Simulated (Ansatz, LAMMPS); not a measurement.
# Zn39S26Se13 with crystalline order left by the classical run (78 atoms): geometry optimisation, part 3 of 3

Aim: bring Zn39S26Se13 with crystalline order left by the classical run (78 atoms) to a nearby minimum of the energy and see what moves.

Ansatz 0.2.0; Kohn-Sham DFT, PBE, PAW (set soft_2), plane waves.

The cell: 39 Zn, 26 S and 13 Se. The quench rate of 10 K/ps far exceeds what a furnace or splat quench reaches. The network of bonds at the start is that of the classical potential that made the cell. Sampling is at Γ alone, for a cell whose shortest periodic width is 12 Å.

So far. Step 4 (Relaxation): The relaxation changed the energy by -35.6 meV/atom, and atoms moved by 0.17 Å r.m.s., 0.69 Å at most.

## (6) Single point at the relaxed geometry

The electronic structure is read at the final geometry, in a run of its own.

File input.yaml:

```yaml
crystal:
  lattice:
    - [11.8, 0.0, 0.0]
    - [0.0, 11.8, 0.0]
    - [0.0, 0.0, 11.8]
  atoms:
    - { symbol: Zn, position: [0.17473, 0.43425, 0.38987] }
    - { symbol: Zn, position: [0.34907, 0.3935, 0.92851] }
    - { symbol: Zn, position: [0.56049, 0.6521, 0.03608] }
    - { symbol: Zn, position: [0.86371, 0.15539, 0.94333] }
    - { symbol: Zn, position: [0.25183, 0.64848, 0.14253] }
    - { symbol: Zn, position: [0.74881, 0.15551, 0.63802] }
    - { symbol: Zn, position: [0.92041, 0.11893, 0.25293] }
    - { symbol: Zn, position: [0.96034, 0.89561, 0.74035] }
    - { symbol: Zn, position: [0.66014, 0.66222, 0.34526] }
    - { symbol: Zn, position: [0.44561, 0.64719, 0.72473] }
    - { symbol: Zn, position: [0.29172, 0.12819, 0.1291] }
    - { symbol: Zn, position: [0.55814, 0.91213, 0.53939] }
    - { symbol: Zn, position: [0.65823, 0.15725, 0.34271] }
    - { symbol: Zn, position: [0.05368, 0.64918, 0.55433] }
    - { symbol: Zn, position: [0.04694, 0.43819, 0.0069] }
    - { symbol: Zn, position: [0.65943, 0.40383, 0.82928] }
    - { symbol: Zn, position: [0.14977, 0.89587, 0.33646] }
    - { symbol: Zn, position: [0.85377, 0.89938, 0.44645] }
    - { symbol: Zn, position: [0.44868, 0.16425, 0.74036] }
    - { symbol: Zn, position: [0.26674, 0.9065, 0.63944] }
    - { symbol: Zn, position: [0.46634, 0.90212, 0.24488] }
    - { symbol: Zn, position: [0.06093, 0.15443, 0.53023] }
    - { symbol: Zn, position: [0.54338, 0.40767, 0.54463] }
    - { symbol: Zn, position: [0.65684, 0.90051, 0.84878] }
    - { symbol: Zn, position: [0.86459, 0.40284, 0.4401] }
    - { symbol: Zn, position: [0.75328, 0.90156, 0.1424] }
    - { symbol: Zn, position: [0.35161, 0.89636, 0.93221] }
    - { symbol: Zn, position: [0.95732, 0.65587, 0.24629] }
    - { symbol: Zn, position: [0.37146, 0.65195, 0.44212] }
    - { symbol: Zn, position: [0.9682, 0.41411, 0.74452] }
    - { symbol: Zn, position: [0.85475, 0.65466, 0.94182] }
    - { symbol: Zn, position: [0.76297, 0.65202, 0.64769] }
    - { symbol: Zn, position: [0.45174, 0.39875, 0.24567] }
    - { symbol: Zn, position: [0.04925, 0.89271, 0.04183] }
    - { symbol: Zn, position: [0.55205, 0.15533, 0.04911] }
    - { symbol: Zn, position: [0.76327, 0.40322, 0.14365] }
    - { symbol: Zn, position: [0.16413, 0.16958, 0.8335] }
    - { symbol: Zn, position: [0.15498, 0.65353, 0.83141] }
    - { symbol: Zn, position: [0.36065, 0.16237, 0.44741] }
    - { symbol: S, position: [0.61002, 0.03112, 0.19447] }
    - { symbol: S, position: [0.01073, 0.28311, 0.89939] }
    - { symbol: S, position: [0.8091, 0.7814, 0.29194] }
    - { symbol: S, position: [0.00415, 0.01961, 0.3925] }
    - { symbol: S, position: [0.5105, 0.27892, 0.39145] }
    - { symbol: S, position: [0.60342, 0.27953, 0.68638] }
    - { symbol: S, position: [0.81085, 0.52831, 0.79558] }
    - { symbol: S, position: [0.81606, 0.27667, 0.28989] }
    - { symbol: S, position: [0.20453, 0.2715, 0.47746] }
    - { symbol: S, position: [0.90589, 0.53369, 0.09597] }
    - { symbol: S, position: [0.90649, 0.77721, 0.59214] }
    - { symbol: S, position: [0.00738, 0.53267, 0.39392] }
    - { symbol: S, position: [0.41136, 0.03409, 0.59135] }
    - { symbol: S, position: [0.31001, 0.53061, 0.29088] }
    - { symbol: S, position: [0.39407, 0.52449, 0.58474] }
    - { symbol: S, position: [0.51277, 0.78337, 0.39339] }
    - { symbol: S, position: [0.90405, 0.02257, 0.08817] }
    - { symbol: S, position: [0.00541, 0.77383, 0.89115] }
    - { symbol: S, position: [0.30282, 0.28653, 0.77551] }
    - { symbol: S, position: [0.11523, 0.52724, 0.69065] }
    - { symbol: S, position: [0.39948, 0.28215, 0.09204] }
    - { symbol: S, position: [0.70868, 0.7775, 0.99519] }
    - { symbol: S, position: [0.30456, 0.77644, 0.78525] }
    - { symbol: S, position: [0.10392, 0.77354, 0.18878] }
    - { symbol: S, position: [0.7091, 0.03096, 0.488] }
    - { symbol: S, position: [0.21149, 0.53194, 0.98701] }
    - { symbol: Se, position: [0.50298, 0.03103, 0.89264] }
    - { symbol: Se, position: [0.60511, 0.77875, 0.69139] }
    - { symbol: Se, position: [0.70834, 0.52662, 0.4927] }
    - { symbol: Se, position: [0.10899, 0.02993, 0.68856] }
    - { symbol: Se, position: [0.40607, 0.7771, 0.09174] }
    - { symbol: Se, position: [0.91002, 0.27898, 0.5961] }
    - { symbol: Se, position: [0.19677, 0.02716, 0.98495] }
    - { symbol: Se, position: [0.60755, 0.52772, 0.19474] }
    - { symbol: Se, position: [0.30837, 0.02447, 0.29831] }
    - { symbol: Se, position: [0.20874, 0.77475, 0.48993] }
    - { symbol: Se, position: [0.80899, 0.02809, 0.79104] }
    - { symbol: Se, position: [0.70679, 0.27927, 0.99077] }
    - { symbol: Se, position: [0.5035, 0.52635, 0.88473] }
kpoints:
  mp_grid: { grid: [1, 1, 1] }
hamiltonian:
  xc: pbe
scf:
  occupations: { method: gaussian, width: 0.05 }
output:
  forces: true
  stress: true
  populations: intrinsic
  dos:
    method: { smearing: { sigma: 0.1 } }
    de: 0.1
    projected: { site_lists: { S: [S], Se: [Se], Zn: [Zn] } }
  eigenvalues: true
  write_density: true
  write_potential: true
  volumetric_format: npy
  elf: true
```

Started as:

```
ansatz run input.yaml --threads 4 --pin off --max-ram 8192MiB --backend cpu --events-out ev --progress --plain --runs-dir out
```

Numbers of over 12 decimals in the logs are rounded to 6 here.

What it wrote:

```text
[...]
Crystal: 78 atoms, lattice volume = 1643.032 Å³
Basis set: ecut = 420 eV, 31967 PW (Γ), exchange–correlation on 160×160×160 points (8 copies of the dense FFT grid, shifted against one another)
Bands: 500, of which v1, the nominal top of the filled ones, is band 416 counted from 1 (415 counted from 0)
Symmetry: 1 space group operations
[...]
k-points: 1
[...]
SCF iter   1: F=—  HF=-224049.016519 eV  |F-HF|=—  |Δ(HF+E_count)|=         —  Δρ=9.64e-4  dr2=5.62e-2  ethr=1.77e-3  ⟨swp⟩=5.0  Hψ=1904  notcnv=0  defer=61
[...]
SCF iter  10: F=-224049.005693 eV  HF=-224049.005693 eV  |F-HF|=1.85e-7  |Δ(HF+E_count)|=   4.36e-7  Δρ=1.61e-6  dr2=9.35e-8  ethr=1.20e-11  ⟨swp⟩=16.0  Hψ=4589  notcnv=0
SCF 1 converged in 10 iterations: F = -224049.005693 eV  dr2 = 9.35e-8
[...]
SCF converged after 10 iterations
Free energy (F): -224049.005693 eV
[...]
Internal energy: -224049.005693 eV  (E = F + TS)
E sigma→0 (E₀):  -224049.005693 eV
Fermi energy:    6.969712 eV
[...]
--- Forces (eV/Å), atoms counted from 1 ---
  atom   1  Zn     0.00941536    -0.00249919    -0.00510413
  atom   2  Zn     0.00519158     0.00456854     0.00298204
  atom   3  Zn    -0.00090379    -0.00186926    -0.00100613
  atom   4  Zn    -0.00135897     0.00510659    -0.00083961
  atom   5  Zn     0.00991130    -0.00264224     0.00592650
  atom   6  Zn     0.00047048    -0.00523299    -0.00662388
  atom   7  Zn     0.00183619     0.00399029     0.00200329
  atom   8  Zn    -0.00398393     0.00309215     0.00119476
  atom   9  Zn    -0.01013445    -0.00821220     0.00136050
  atom  10  Zn    -0.00033256    -0.00390284     0.00111000
  atom  11  Zn    -0.00272386     0.00250531    -0.00673025
  atom  12  Zn    -0.00191171    -0.00238783     0.00156168
  atom  13  Zn    -0.00389303    -0.00564552    -0.00487205
  atom  14  Zn    -0.00974683     0.00211901    -0.00324633
[...]
atom  77  Se    -0.00995559     0.00824278    -0.00618538
  atom  78  Se    -0.00244469    -0.00969908     0.00064252
  max |Σ_I F_I| component: 1.62e-5 eV/Å
--- Stress (GPa, compression-positive) ---
        3.861083       0.113414      -0.028895
        0.113414      -0.828025       0.008119
       -0.028895       0.008119       3.776021
  P = ⅓ Tr σ = 2.2697 GPa (22.697 kbar)
--- Band table (eV) ---
[...]
--- intrinsic populations: 78 sites ---
  site symbol       q [e]
     0     Zn     10.7646
     1     Zn     10.7622
     2     Zn     10.7700
[...]
77     Se     17.2367
  spilling = -0.000000 (of n_electrons = 832.000000)
```

Run time: 35 s. Hardware: 4 threads of Arm Neoverse V2, shared host; peak memory 2.4 GiB.

Read from the output:

```
free energy                                      : -224049.0057 eV
free energy per atom                             : -2872.4232 eV/atom
SCF cycles                                       : 10
pressure                                         : 2.27 GPa
r.m.s. force component                           : 0.00511 eV/Å
longest force                                    : 0.02848 eV/Å
Fermi energy                                     : 6.97 eV
gap (highest filled to lowest empty level) : 1.475 eV
```

Intrinsic-atomic-orbital charges by element and coordination:

| element | coordination | atoms | mean charge (e) | spread | least | most |
| --- | --- | --- | --- | --- | --- | --- |
| S | all | 26 | -1.24 | 0.014 | -1.26 | -1.19 |
| S | 3 | 4 | -1.22 | 0.0256 | -1.26 | -1.19 |
| S | 4 | 22 | -1.24 | 0.0071 | -1.26 | -1.22 |
| Se | all | 13 | -1.23 | 0.0082 | -1.25 | -1.22 |
| Zn | all | 39 | 1.24 | 0.0112 | 1.19 | 1.26 |
| Zn | 3 | 4 | 1.22 | 0.0161 | 1.19 | 1.24 |
| Zn | 4 | 35 | 1.24 | 0.0073 | 1.23 | 1.26 |

States in the cell by windows of 1 eV, zero at the Fermi level; the larger projections on atomic orbitals stand beside the total:

| from (eV) | to (eV) | total | Zn d | S p | Se p | Zn s | S s |
| --- | --- | --- | --- | --- | --- | --- | --- |
| -18 | -15 | 0.0 | 0.0 | 0.0 | 0.0 | 0.0 | 0.0 |
| -15 | -14 | 2.2 | 0.0 | 0.0 | 0.0 | 0.7 | 1.1 |
| -14 | -13 | 61.4 | 2.1 | 0.2 | 0.1 | 6.6 | 34.0 |
| -13 | -12 | 14.4 | 0.7 | 0.1 | 0.0 | 0.6 | 8.8 |
| -12 | -9 | 0.0 | 0.0 | 0.0 | 0.0 | 0.0 | 0.0 |
| -9 | -8 | 0.9 | 0.8 | 0.1 | 0.0 | 0.0 | 0.0 |
| -8 | -7 | 266.2 | 244.8 | 13.4 | 4.7 | 2.6 | 0.3 |
| -7 | -6 | 125.6 | 118.3 | 2.7 | 1.2 | 1.8 | 0.9 |
| -6 | -5 | 52.5 | 7.9 | 20.5 | 9.5 | 12.2 | 1.3 |
| -5 | -4 | 26.4 | 3.2 | 13.7 | 5.4 | 2.3 | 0.8 |
| -4 | -3 | 43.7 | 3.6 | 26.7 | 9.0 | 1.8 | 0.7 |
| -3 | -2 | 71.1 | 5.1 | 39.4 | 22.3 | 1.1 | 0.3 |
| -2 | -1 | 33.7 | 2.2 | 16.6 | 13.4 | 0.3 | 0.1 |
| -1 | 0 | 4.0 | 0.3 | 2.1 | 1.5 | 0.0 | 0.0 |
| 0 | 1 | 2.0 | 0.0 | 0.1 | 0.0 | 1.2 | 0.4 |
| 1 | 2 | 2.0 | 0.0 | 0.0 | 0.0 | 0.0 | 0.0 |
| 2 | 3 | 37.4 | 0.2 | 4.9 | 2.3 | 14.3 | 1.4 |
| 3 | 4 | 42.8 | 0.1 | 4.9 | 2.7 | 13.1 | 1.1 |
| 4 | 5 | 39.9 | 0.1 | 3.3 | 1.9 | 7.1 | 0.2 |

About 130 of the 832 electrons lie in deeper levels, below the stored range.

The levels nearest the highest filled one (over half full), pooled over k-points and spins:

| level less the highest filled one (eV) | occupation |
| --- | --- |
| -0.630 | 2 |
| -0.511 | 2 |
| -0.457 | 2 |
| -0.423 | 2 |
| -0.0771 | 2 |
| 0 | 2 |
| 1.47 | 0 |
| 2.31 | 0 |
| 2.91 | 0 |
| 2.94 | 0 |
| 3.04 | 0 |
| 3.14 | 0 |

ELF in the bc plane at fractional x = 0.303, with atoms of Zn and S and Se within 0.2 Å of it. It is the smooth field of the valence electrons, not physical close to the nuclei.

Ten even steps from '0' (0.00) to '9' (0.91), each cell a mean:
```
665310000111111368763100011121124
443200001221101246542000112210112
221001245653111112210013576421112
000002578887421100000147889963111
000013786359851000000268723885200
000013785149961000000268734885200
100002578899840000000147889852111
211000247898410123210013466421111
343200001221002577641000011110012
565310000100004899862000122211112
555311124542003799852113566521123
232211246774100356532124777742111
011121136764200011111123687641000
333211124542100112211112466420012
787421123321012467752111232100246
778852111000025788897311000001578
226873100000037861388520000003687
557863100000037874598510000002677
787532111110014789984211110001367
543111124542001355531111233200023
121000136775200001111112466420000
221000147876300011211112577631001
443222246775211256532113566531113
665321123432112478763111344321125
```
Columns run along b (11.8 Å), rows up along c (11.8 Å). Atoms in or near the plane, at fractional coordinates: Zn at (0.13, 0.13), S at (0.53, 0.29), S at (0.29, 0.78), S at (0.78, 0.79), Se at (0.02, 0.30).

Valence density in the bc plane at fractional x = 0.303, with atoms of Zn and S and Se within 0.2 Å of it. It is the smooth field of the valence electrons, not physical close to the nuclei.

Ten steps, logarithmic in the rise over the least value, from '0' (0 e/Å³) to '9' (25 e/Å³), each cell a mean:
```
111000000001332111110000000123321
110000000012453211100000000134421
000000001112332100000000111122211
000000112332210000000001233221100
000000123233210000000012322321000
000000123233200000000012323321000
000000123332100000000001233221110
000000001111000000000000111124431
110000000000000011100000000136642
110000000000000111110000000123421
110000000000000011110000011111111
000011111110000000001111111100000
000123222110000000001222211100000
001123221100000000011221111000000
222111110000000111111111000000001
664210000000001233321100000000123
997310000000001232232100000000125
775210000000001233332100000000124
232211000000000122321110000000012
112454210000000001112321100000000
013797311110000000013432111000000
012676311110000000012221111100000
011221111110000001110111111100000
111100000000111111110000000011111
```
Columns run along b (11.8 Å), rows up along c (11.8 Å). Atoms in or near the plane, at fractional coordinates: Zn at (0.13, 0.13), S at (0.53, 0.29), S at (0.29, 0.78), S at (0.78, 0.79), Se at (0.02, 0.30).

Mean intrinsic-atomic-orbital charges: S -1.24, Se -1.23, Zn +1.24 e. The largest share in the top eV of filled states is S p (52 % of the projected weight), and in the lowest eV of empty states Zn s (62 % of the projected weight).

Local excerpt of 15 atoms (numbers count through the whole input) about Zn15, which has 3 bonded neighbours where the commonest count for Zn is 4; x, y, z are measured from there.

| atom | x | y | z | distance (Å) | bonds | intrinsic-atomic-orbital charge (e) |
| --- | --- | --- | --- | --- | --- | --- |
| Zn15 | 0.00 | 0.00 | 0.00 | 0.00 | 3 | 1.22 |
| S65 | 1.94 | 1.11 | -0.23 | 2.25 | 4 | -1.24 |
| S41 | -0.43 | -1.83 | -1.27 | 2.27 | 4 | -1.24 |
| S49 | -1.66 | 1.13 | 1.05 | 2.27 | 4 | -1.24 |
| Zn30 | -0.93 | -0.28 | -3.10 | 3.24 | 4 | 1.23 |
| Zn31 | -2.27 | 2.55 | -0.77 | 3.50 | 4 | 1.25 |
| Zn38 | 1.27 | 2.54 | -2.07 | 3.52 | 4 | 1.24 |
| Zn2 | 3.57 | -0.53 | -0.93 | 3.72 | 4 | 1.24 |
| Zn36 | -3.35 | -0.41 | 1.61 | 3.74 | 4 | 1.24 |
| Zn5 | 2.42 | 2.48 | 1.60 | 3.82 | 4 | 1.25 |
| S46 | -2.79 | 1.06 | -2.49 | 3.89 | 4 | -1.24 |
| S59 | 0.81 | 1.05 | -3.73 | 3.96 | 3 | -1.21 |
| Zn28 | -1.06 | 2.57 | 2.82 | 3.96 | 4 | 1.26 |
| Zn37 | 1.38 | -3.17 | -2.05 | 4.02 | 4 | 1.23 |
| Zn4 | -2.16 | -3.34 | -0.75 | 4.05 | 4 | 1.24 |

The column of bonds counts only the pairs Zn-S within 2.83 Å, Zn-Se within 2.88 Å; other neighbours, such as metal atoms beside each other in a compound, aren't counted, and periodic images can show an atom twice.

## (7) Summary of results

| Property | Result |
| --- | --- |
| energy change in the relaxation | -35.64 meV/atom |
| r.m.s. displacement | 0.173 Å |
| largest displacement | 0.689 Å |
| free energy per atom | -2872.4232 eV/atom |
| pressure | 2.27 GPa |
| r.m.s. force component | 0.00511 eV/Å |
| gap (highest filled to lowest empty level) | 1.475 eV |
| wall time of the 3 DFT runs | 3.7 min |

Relaxation lowers the energy by 35.6 meV/atom and moves atoms by 0.17 Å r.m.s.; the r.m.s. force component goes from 0.29 to 0.0051 eV/Å, the pressure goes from 0.89 to 2.3 GPa. By the final cutoffs no bond was broken or made. From the first step to the last the energy fell by 2.780 eV, and the largest move was 0.69 Å (Zn11). The Zn-S bonds change most in mean length: from 2.367 Å (spread 0.020) to 2.337 Å (spread 0.043). By these cutoffs 85 % of S atoms have 4, all Se atoms have 4 and 90 % of Zn atoms have 4 bonded neighbours. Between filled and empty levels lie 1.47 eV (at Γ alone); a semilocal functional tends to put such gaps too low. In a disordered cell it changes from sample to sample, and tail or defect levels can set it.

Caveats: The network of bonds at the start is that of the classical potential that made the cell; DFT moved the atoms only locally, and no bond changed. The stress is far from hydrostatic: its diagonal is 3.9, -0.8, 3.8 GPa, compression counted positive. The pressure of 2.3 GPa says that the cell would expand at this level of theory.

[Logs are printed without paths, hosts, clocks, repeated set-up lines and the standing remarks that a program may print on its own settings, such as how far it seeks lower states.]

[Hosts, paths, dates, database ids (printed as entryN), source tags and the programs' standing remarks are cut or masked in the printed files.]
